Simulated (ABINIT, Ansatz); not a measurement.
# Quasiparticle gap of TiO2 (Rutile) in ABINIT, part 2 of 3

How does a plane-wave GW calculation on TiO2 (Rutile) run from the first input to the gap?

ABINIT 10.8.3; PBE and many-body steps on it, plane waves. Known limits of the many-body steps: not at the basis limit; coarse k mesh.

So far. Step 2 (Ground state): The gap is direct, at Γ.

## 3. Bands along the symmetry lines

Level of this step: DFT, PBE, plane waves, norm-conserving pseudopotentials (ABINIT).

The cheap functional maps the bands first; the places of the edges decide which points the dearer methods must see.

run.abi reads:

```
acell 3*1.0 Angstrom
rprim 
  4.592200000000 0.000000000000 0.000000000000
  0.000000000000 4.592200000000 0.000000000000
  0.000000000000 0.000000000000 2.957400000000
ntypat 2
znucl 22 8
natom 6
typat 1 1 2 2 2 2
xred 
  0.000000000000 0.000000000000 0.000000000000
  0.500000000000 0.500000000000 0.500000000000
  0.304960000000 0.304960000000 0.000000000000
  0.195040000000 0.804960000000 0.500000000000
  0.695040000000 0.695040000000 0.000000000000
  0.804960000000 0.195040000000 0.500000000000
pp_dirpath "pseudos"
pseudos "Ti.upf, O.upf"
ecut 38
iscf -2
irdden 1
kptopt 0
nkpt 75
kpt 
  0.00000000 0.00000000 0.00000000
  0.00000000 0.06250000 0.00000000
  0.00000000 0.12500000 0.00000000
  0.00000000 0.18750000 0.00000000
  0.00000000 0.25000000 0.00000000
  0.00000000 0.31250000 0.00000000
  0.00000000 0.37500000 0.00000000
  0.00000000 0.43750000 0.00000000
  0.00000000 0.50000000 0.00000000
  0.06250000 0.50000000 0.00000000
  0.12500000 0.50000000 0.00000000
  0.18750000 0.50000000 0.00000000
  0.25000000 0.50000000 0.00000000
  0.31250000 0.50000000 0.00000000
  0.37500000 0.50000000 0.00000000
  0.43750000 0.50000000 0.00000000
  0.50000000 0.50000000 0.00000000
  0.43750000 0.43750000 0.00000000
  0.37500000 0.37500000 0.00000000
  0.31250000 0.31250000 0.00000000
  0.25000000 0.25000000 0.00000000
  0.18750000 0.18750000 0.00000000
  0.12500000 0.12500000 0.00000000
  0.06250000 0.06250000 0.00000000
  0.00000000 0.00000000 0.00000000
  0.00000000 0.00000000 0.06250000
  0.00000000 0.00000000 0.12500000
  0.00000000 0.00000000 0.18750000
  0.00000000 0.00000000 0.25000000
  0.00000000 0.00000000 0.31250000
  0.00000000 0.00000000 0.37500000
  0.00000000 0.00000000 0.43750000
  0.00000000 0.00000000 0.50000000
  0.00000000 0.06250000 0.50000000
  0.00000000 0.12500000 0.50000000
  0.00000000 0.18750000 0.50000000
  0.00000000 0.25000000 0.50000000
  0.00000000 0.31250000 0.50000000
  0.00000000 0.37500000 0.50000000
  0.00000000 0.43750000 0.50000000
  0.00000000 0.50000000 0.50000000
  0.06250000 0.50000000 0.50000000
  0.12500000 0.50000000 0.50000000
  0.18750000 0.50000000 0.50000000
  0.25000000 0.50000000 0.50000000
  0.31250000 0.50000000 0.50000000
  0.37500000 0.50000000 0.50000000
  0.43750000 0.50000000 0.50000000
  0.50000000 0.50000000 0.50000000
  0.43750000 0.43750000 0.50000000
  0.37500000 0.37500000 0.50000000
  0.31250000 0.31250000 0.50000000
  0.25000000 0.25000000 0.50000000
  0.18750000 0.18750000 0.50000000
  0.12500000 0.12500000 0.50000000
  0.06250000 0.06250000 0.50000000
  0.00000000 0.00000000 0.50000000
  0.00000000 0.50000000 0.00000000
  0.00000000 0.50000000 0.06250000
  0.00000000 0.50000000 0.12500000
  0.00000000 0.50000000 0.18750000
  0.00000000 0.50000000 0.25000000
  0.00000000 0.50000000 0.31250000
  0.00000000 0.50000000 0.37500000
  0.00000000 0.50000000 0.43750000
  0.00000000 0.50000000 0.50000000
  0.50000000 0.50000000 0.00000000
  0.50000000 0.50000000 0.06250000
  0.50000000 0.50000000 0.12500000
  0.50000000 0.50000000 0.18750000
  0.50000000 0.50000000 0.25000000
  0.50000000 0.50000000 0.31250000
  0.50000000 0.50000000 0.37500000
  0.50000000 0.50000000 0.43750000
  0.50000000 0.50000000 0.50000000
istwfk *1
nband 31
nbdbuf 2
tolwfr 1e-08
nstep 40
prtwf 0
prtvol 0
indata_prefix "in"
outdata_prefix "out"
tmpdata_prefix "tmp"
```

The run is started by

```
$ OMP_NUM_THREADS=1 mpirun -n 8 abinit run.abi > log
```

Numbers of over 12 decimals in the logs are rounded to 6 here.

Output:

```text
.Version 10.8.3 of ABINIT. v10.8.2 released Aug 2026.

 Symmetries : space group P4_2/m n m (#136); Bravais tP (primitive tetrag.)
[... echo of the input left out ...]
== DATASET  1 ==================================================================
-   mpi_nproc: 8, omp_nthreads: 1 (-1 if OMP is not activated)

--- !DatasetInfo
iteration_state: {dtset: 1, }
dimensions: {natom: 6, nkpt: 75, mband: 31, nsppol: 1, nspinor: 1, nspden: 1, mpw: 4748, }
cutoff_energies: {ecut:  38.0, pawecutdg:  -1.0, }
electrons: {nelect:   4.80000000E+01, charge:   0.00000000E+00, occopt:   1.00000000E+00, tsmear:   1.00000000E-02, }

 Real(R)+Recip(G) space primitive vectors, cartesian coordinates (Bohr,Bohr^-1):
 R(1)=  8.6780003  0.0000000  0.0000000  G(1)=  0.1152339  0.0000000  0.0000000
 R(2)=  0.0000000  8.6780003  0.0000000  G(2)=  0.0000000  0.1152339  0.0000000
 R(3)=  0.0000000  0.0000000  5.5886760  G(3)=  0.0000000  0.0000000  0.1789333
 Unit cell volume ucvol=  4.2087028E+02 bohr^3
 Angles (23,13,12)=  9.00000000E+01  9.00000000E+01  9.00000000E+01 degrees

 getcut: wavevector=  0.0000  0.0000  0.0000  ngfft=  50  50  32
         ecut(hartree)=     38.000   => boxcut(ratio)=   2.06340

--- Pseudopotential description ------------------------------------------------
- Ti Generated using ONCVPSP code by D. R. Hamann
- 22.00000  12.00000  171031                  znucl, zion, pspdat
12 -101130 2 -1 1586                          pspcod,pspxc,lmax,lloc,mmax
     nproj     2     2     2
  pspatm : epsatm=   14.68144553
         --- l  ekb(1:nproj) -->
             0   11.362348    1.263639
             1    1.975402   -0.084666
             2   -5.186090   -1.477451
 pspatm: atomic psp has been read  and splines computed

- O Generated using ONCVPSP code by D. R. Hamann
-  8.00000   6.00000  171031                  znucl, zion, pspdat
12 -101130 2 -1 936                           pspcod,pspxc,lmax,lloc,mmax
     nproj     2     2     1
  pspatm : epsatm=    6.19545534
         --- l  ekb(1:nproj) -->
[...]
2   -1.331955
 pspatm: atomic psp has been read  and splines computed

--------------------------------------------------------------------------------

================================================================================
 prteigrs : about to open file out_EIG
 Non-SCF case, kpt    1 (  0.00000  0.00000  0.00000), residuals and eigenvalues=
  8.29E-09  3.18E-09  3.41E-09  7.01E-09  3.31E-09  6.77E-09  8.57E-09  3.54E-09
  9.68E-09  7.82E-09  5.37E-09  9.87E-09  7.39E-09  8.42E-09  4.75E-09  5.01E-09
  9.05E-09  4.53E-09  5.21E-09  5.86E-09  8.46E-09  4.20E-09  3.51E-09  9.65E-09
  5.38E-09  5.70E-09  6.20E-09  5.23E-09  7.16E-09  3.84E-06  4.05E-06
 -1.8817E+00 -1.8810E+00 -1.0120E+00 -1.0120E+00 -1.0059E+00 -1.0059E+00
 -1.0043E+00 -1.0031E+00 -4.5917E-01 -4.1623E-01 -3.8859E-01 -3.8859E-01
[...]
1.0795E-01  1.0795E-01  1.6119E-01  1.6119E-01  1.8313E-01  1.8313E-01
  3.0475E-01  3.0475E-01  3.2781E-01  3.2781E-01  3.2798E-01  3.2798E-01
  4.2766E-01

--- !ResultsGS
iteration_state: {dtset: 1, }
comment   : Summary of ground state results
lattice_vectors:
- [  8.6780003,   0.0000000,   0.0000000, ]
- [  0.0000000,   8.6780003,   0.0000000, ]
- [  0.0000000,   0.0000000,   5.5886760, ]
lattice_lengths: [   8.67800,    8.67800,    5.58868, ]
lattice_angles: [ 90.000,  90.000,  90.000, ] # degrees, (23, 13, 12)
lattice_volume:   4.2087028E+02
convergence: {deltae:  0.000E+00, res2:  0.000E+00, residm:  9.985E-09, diffor:  0.000E+00, }
etotal    :  -1.85209994E+02
entropy   :   0.00000000E+00
fermie    :   2.07992628E-01
cartesian_stress_tensor: null
pressure_GPa: null
xred      :
- [  0.0000E+00,   0.0000E+00,   0.0000E+00, Ti]
- [  5.0000E-01,   5.0000E-01,   5.0000E-01, Ti]
- [  3.0496E-01,   3.0496E-01,   0.0000E+00,  O]
- [  1.9504E-01,   8.0496E-01,   5.0000E-01,  O]
- [  6.9504E-01,   6.9504E-01,   0.0000E+00,  O]
- [  8.0496E-01,   1.9504E-01,   5.0000E-01,  O]
cartesian_forces: null
force_length_stats: {min: null, max: null, mean: null, }

 Integrated electronic density in atomic spheres:
 ------------------------------------------------
 Atom  Sphere_radius  Integrated_density
[...]
================================================================================

 ----iterations are completed or convergence reached----

 Mean square residual over all n,k,spin=   60.909E-10; max=  99.848E-10
 reduced coordinates (array xred) for    6 atoms
[...]
0.695040000000      0.695040000000      0.000000000000
       0.804960000000      0.195040000000      0.500000000000

 cartesian coordinates (angstrom) at end:
    1      0.000000     0.000000     0.000000
    2      2.296100     2.296100     1.478700
    3      1.400437     1.400437     0.000000
    4      0.895663     3.696537     1.478700
    5      3.191763     3.191763     0.000000
    6      3.696537     0.895663     1.478700
 length scales=  1.889726125908  1.889726125908  1.889726125908 bohr
              =  1.000000000000  1.000000000000  1.000000000000 angstroms
 prteigrs : about to open file out_EIG
 Eigenvalues (hartree) for nkpt=  75  k points:
 kpt#   1, nband= 31, wtk=  1.00000, kpt=  0.0000  0.0000  0.0000 (reduced coord)
[...]
kpt#   2, nband= 31, wtk=  1.00000, kpt=  0.0000  0.0625  0.0000 (reduced coord)
[...]
kpt#   3, nband= 31, wtk=  1.00000, kpt=  0.0000  0.1250  0.0000 (reduced coord)
[...]
kpt#  74, nband= 31, wtk=  1.00000, kpt=  0.5000  0.5000  0.4375 (reduced coord)
[...]
0.30686    0.30686    0.32641    0.32641    0.32704    0.32704    0.42911
 kpt#  75, nband= 31, wtk=  1.00000, kpt=  0.5000  0.5000  0.5000 (reduced coord)
[...]
-0.41133   -0.41133   -0.40073   -0.40073    0.03478    0.03478    0.04036    0.04036
   0.07823    0.07823    0.10795    0.10795    0.16119    0.16119    0.18313    0.18313
   0.30475    0.30475    0.32781    0.32781    0.32798    0.32798    0.42766

== END DATASET(S) ==============================================================
================================================================================

 -outvars: echo values of variables after computation  --------
            nband          31
             nkpt          75
          spgroup         136
 [... the other variables as echoed above ...]

 Calculation completed.
```

Elapsed: 42 s, on 8 MPI ranks of Arm Neoverse V2, shared host; peak memory 0.66 GiB; 5.6 min of CPU time.

Numbers from this step:

```
gap                        : 1.917 eV
k of the valence top       : 0, 0, 0
k of the conduction bottom : 0, 0, 0
least direct gap           : 1.917 eV
```

The gap is 1.917 eV, as in the run before at this level.

Electronic bands along the path, in eV, zero at the top of the highest filled band:

```csv
point,band 21,band 22,band 23,band 24,band 25,band 26,band 27,band 28
Γ,-0.71,-0.45,-0.45,0.00,1.92,2.22,2.45,2.55
halfway,-1.43,-1.07,-0.82,-0.23,2.21,2.54,2.77,2.84
X,-1.64,-1.64,-0.74,-0.74,2.59,2.59,3.06,3.06
halfway,-1.48,-1.48,-1.08,-1.08,2.32,2.32,2.81,2.81
M,-1.31,-1.31,-1.06,-1.06,1.96,1.96,2.57,2.57
halfway,-1.73,-1.15,-1.12,-0.40,1.99,2.56,2.63,3.07
Γ,-0.71,-0.45,-0.45,0.00,1.92,2.22,2.45,2.55
halfway,-1.78,-1.48,-1.48,-0.46,2.27,2.60,2.87,3.18
Z,-2.35,-2.35,-1.42,-1.42,3.01,3.01,3.21,3.21
halfway,-1.78,-1.78,-1.61,-1.61,2.49,2.49,3.23,3.23
R,-2.04,-2.04,-1.03,-1.03,1.95,1.95,3.24,3.24
halfway,-1.52,-1.52,-0.88,-0.88,2.21,2.21,3.25,3.25
A,-1.27,-1.27,-0.68,-0.68,2.63,2.63,3.26,3.26
halfway,-1.83,-1.56,-1.38,-1.18,2.14,2.81,3.23,3.24
Z,-2.35,-2.35,-1.42,-1.42,3.01,3.01,3.21,3.21
jump to X,-1.64,-1.64,-0.74,-0.74,2.59,2.59,3.06,3.06
halfway,-1.97,-1.97,-0.85,-0.85,2.60,2.60,3.23,3.23
R,-2.04,-2.04,-1.03,-1.03,1.95,1.95,3.24,3.24
jump to M,-1.31,-1.31,-1.06,-1.06,1.96,1.96,2.57,2.57
halfway,-1.78,-1.78,-1.36,-1.36,2.73,2.73,2.93,2.93
A,-1.27,-1.27,-0.68,-0.68,2.63,2.63,3.26,3.26
```

## 4. Empty states on the mesh, 4×4×4 mesh, 199 bands

The sums over transitions need many empty states on a uniform mesh; this step solves for them.

run.abi reads:

```
acell 3*1.0 Angstrom
rprim 
  4.592200000000 0.000000000000 0.000000000000
  0.000000000000 4.592200000000 0.000000000000
  0.000000000000 0.000000000000 2.957400000000
ntypat 2
znucl 22 8
natom 6
typat 1 1 2 2 2 2
xred 
  0.000000000000 0.000000000000 0.000000000000
  0.500000000000 0.500000000000 0.500000000000
  0.304960000000 0.304960000000 0.000000000000
  0.195040000000 0.804960000000 0.500000000000
  0.695040000000 0.695040000000 0.000000000000
  0.804960000000 0.195040000000 0.500000000000
pp_dirpath "pseudos"
pseudos "Ti.upf, O.upf"
ecut 38
ngkpt 4 4 4
nshiftk 1
shiftk 0 0 0
kptopt 1
chksymbreak 0
irdden 1
istwfk *1
nband 199
prtvol 0
optdriver 6
gwr_task "HDIAGO"
paral_kgb 0
occopt 1
indata_prefix "in"
outdata_prefix "out"
tmpdata_prefix "tmp"
```

Output:

```text
[banner, memory and clock lines left out]
.Version 10.8.3 of ABINIT. v10.8.2 released Aug 2026.

 Symmetries : space group P4_2/m n m (#136); Bravais tP (primitive tetrag.)
[... echo of the input left out ...]
== DATASET  1 ==================================================================
-   mpi_nproc: 8, omp_nthreads: 1 (-1 if OMP is not activated)

--- !DatasetInfo
iteration_state: {dtset: 1, }
dimensions: {natom: 6, nkpt: 18, mband: 199, nsppol: 1, nspinor: 1, nspden: 1, mpw: 4748, }
cutoff_energies: {ecut:  38.0, pawecutdg:  -1.0, }
electrons: {nelect:   4.80000000E+01, charge:   0.00000000E+00, occopt:   1.00000000E+00, tsmear:   1.00000000E-02, }

.Using double precision arithmetic; gwpc =  8

- Reading GS density from: in_DEN

--- Pseudopotential description ------------------------------------------------
- Ti Generated using ONCVPSP code by D. R. Hamann
- 22.00000  12.00000  171031                  znucl, zion, pspdat
12 -101130 2 -1 1586                          pspcod,pspxc,lmax,lloc,mmax
     nproj     2     2     2
  pspatm : epsatm=   14.68144553
         --- l  ekb(1:nproj) -->
             0   11.362348    1.263639
             1    1.975402   -0.084666
             2   -5.186090   -1.477451
 pspatm: atomic psp has been read  and splines computed

- O Generated using ONCVPSP code by D. R. Hamann
-  8.00000   6.00000  171031                  znucl, zion, pspdat
12 -101130 2 -1 936                           pspcod,pspxc,lmax,lloc,mmax
     nproj     2     2     1
  pspatm : epsatm=    6.19545534
         --- l  ekb(1:nproj) -->
             0    6.056735    0.824024
             1   -4.717130   -1.149271
             2   -1.331955
 pspatm: atomic psp has been read  and splines computed

   2.59894620E+03                                ecore*ucvol(ha*bohr**3)

 Total charge density [el/Bohr^3]
)     Maximum=    1.3433E+00  at reduced coord.    0.0400    0.9800    0.9063
)     Minimum=    4.6373E-03  at reduced coord.    0.5000    0.0000    0.2500
   Integrated=    4.8000E+01

 === KS gaps after direct diagonalization ===
 Direct band gap semiconductor
 Fundamental gap:     1.917 (eV)
   VBM:     5.660 (eV) at k: [ 0.0000E+00,  0.0000E+00,  0.0000E+00]
   CBM:     7.576 (eV) at k: [ 0.0000E+00,  0.0000E+00,  0.0000E+00]
 Direct gap:         1.917 (eV) at k: [ 0.0000E+00,  0.0000E+00,  0.0000E+00]

== END DATASET(S) ==============================================================

 -outvars: echo values of variables after computation  --------
           etotal      0.0000000000E+00
            nband         199
             nkpt          18
          spgroup         136
 [... the other variables as echoed above ...]

 Calculation completed.
```

Wall time 3.2 min (8 MPI ranks); peak memory 9.9 GiB.

This step gave:

| Quantity | Value |
| --- | --- |
| gap | 1.917 eV |
| k of the valence top | 0, 0, 0 |
| k of the conduction bottom | 0, 0, 0 |
| least direct gap | 1.917 eV |
| k points computed | 18 |
| lowest point of the top converged band, above the valence top | 98.8452 eV |

On this mesh the gap is 1.917 eV.

## 5. Screening, 4×4×4 mesh, 191 bands, screening to 174.2 eV

The RPA dielectric matrix is built and inverted for each q.

This step: RPA screening on PBE, plane waves, norm-conserving pseudopotentials.

run.abi, as its differences from that of step 4:

```diff
@@ -24,10 +24,11 @@
 chksymbreak 0
-irdden 1
 istwfk *1
-nband 199
-prtvol 0
-optdriver 6
-gwr_task "HDIAGO"
-paral_kgb 0
 occopt 1
+irdwfk 1
+optdriver 3
+nband 191
+ecuteps 6.4
+inclvkb 2
+awtr 1
+symchi 1
 indata_prefix "in"
```

Output:

```text
.Version 10.8.3 of ABINIT. v10.8.2 released Aug 2026.

 Symmetries : space group P4_2/m n m (#136); Bravais tP (primitive tetrag.)
[... echo of the input left out ...]
== DATASET  1 ==================================================================
-   mpi_nproc: 8, omp_nthreads: 1 (-1 if OMP is not activated)

--- !DatasetInfo
iteration_state: {dtset: 1, }
dimensions: {natom: 6, nkpt: 18, mband: 191, nsppol: 1, nspinor: 1, nspden: 1, mpw: 4748, }
cutoff_energies: {ecut:  38.0, pawecutdg:  -1.0, }
electrons: {nelect:   4.80000000E+01, charge:   0.00000000E+00, occopt:   1.00000000E+00, tsmear:   1.00000000E-02, }

 SCREENING: Calculation of the susceptibility and dielectric matrices

 Based on a program developped by R.W. Godby, V. Olevano, G. Onida, and L. Reining.
 Incorporated in ABINIT by V. Olevano, G.-M. Rignanese, and M. Torrent.
.Using double precision arithmetic ; gwpc =  8

[... cell and pseudopotentials left out ...]
--------------------------------------------------------------------------------

 ==== K-mesh for the wavefunctions ====
 Number of points in the irreducible wedge :    18
[... list of points left out ...]
 Together with 16 symmetry operations and time-reversal symmetry
 yields    64 points in the full Brillouin Zone.

 ==== Q-mesh for the screening function ====
 Number of points in the irreducible wedge :    18
[... list of points left out ...]
 Together with 16 symmetry operations and time-reversal symmetry
 yields    64 points in the full Brillouin Zone.

 setmesh: FFT mesh size selected  =    36x   36x   24
          total number of points  =        31104

 vcoul_init : cutoff-mode = AUXILIARY_FUNCTION
 q-points for optical limit:   1
     1)      0.000010    0.000020    0.000030

- screening: taking advantage of time-reversal symmetry
- Maximum band index for partially occupied states nbvw = 24
- Remaining bands to be divided among processors   nbcw = 167
- Number of bands treated by each node ~20

 Number of electrons calculated from density =   48.0000; Expected =   48.0000
 average of density, n =  0.114049
 r_s =    1.2792
 omega_plasma =   32.5763 [eV]

 calculating chi0 at frequencies [eV] :
  1    0.000000E+00    0.000000E+00
  2    0.000000E+00    3.257632E+01

--------------------------------------------------------------------------------
  q-point number  1        q = ( 0.000000, 0.000000, 0.000000) [r.l.u.]
--------------------------------------------------------------------------------
[... chi0 elements left out ...]
 For q-point:  0.000010 0.000020 0.000030
  dielectric constant =   8.5400
  dielectric constant without local fields =   8.9741

  Average fulfillment of the sum rule on Im[epsilon] for q-point    1 :     70.19  [%]
[... wings left out ...]
  q-point number  2        q = ( 0.250000, 0.000000, 0.000000) [r.l.u.]
--------------------------------------------------------------------------------
[... chi0 elements left out ...]
  Average fulfillment of the sum rule on Im[epsilon] for q-point    2 :     78.90  [%]

 [... 16 further q-points ...]
```

Elapsed: 3.7 min, on 8 MPI ranks; peak memory 4.4 GiB.

This step gave:

* ε∞ with local fields, on this mesh, along the program's q direction: 8.54
* the same without local fields: 8.974
* plasma frequency: 32.58 eV
* plane waves in the screening matrix: 315

Local fields lower ε∞ by 5 %. On a Γ-centred mesh this coarse the value itself is usually too large, while a short band sum pulls it down.

[end of part 2 of 3]

[Paths, hosts, dates, memory and timing lines, banners, echoed tables and standing remarks are left out of the program output.]

[Logs are printed without paths, hosts, clocks, repeated set-up lines and the standing remarks that a program may print on its own settings, such as how far it seeks lower states.]

[Runs of the session that timed out or met a known fault of the program may be left out.]

[Hosts, paths, dates, database ids (printed as entryN), source tags and the programs' standing remarks are cut or masked in the printed files.]

[G0W0 gaps are taken among the corrected bands and points alone; a level outside them can change the order at an edge.]

[Where Ansatz stands beside ABINIT at settings called matched, ABINIT's density can come from a denser mesh and the files from another edition; pairs whose starting gaps differed by over 0.03 eV were left out, so agreement reads better than it is.]
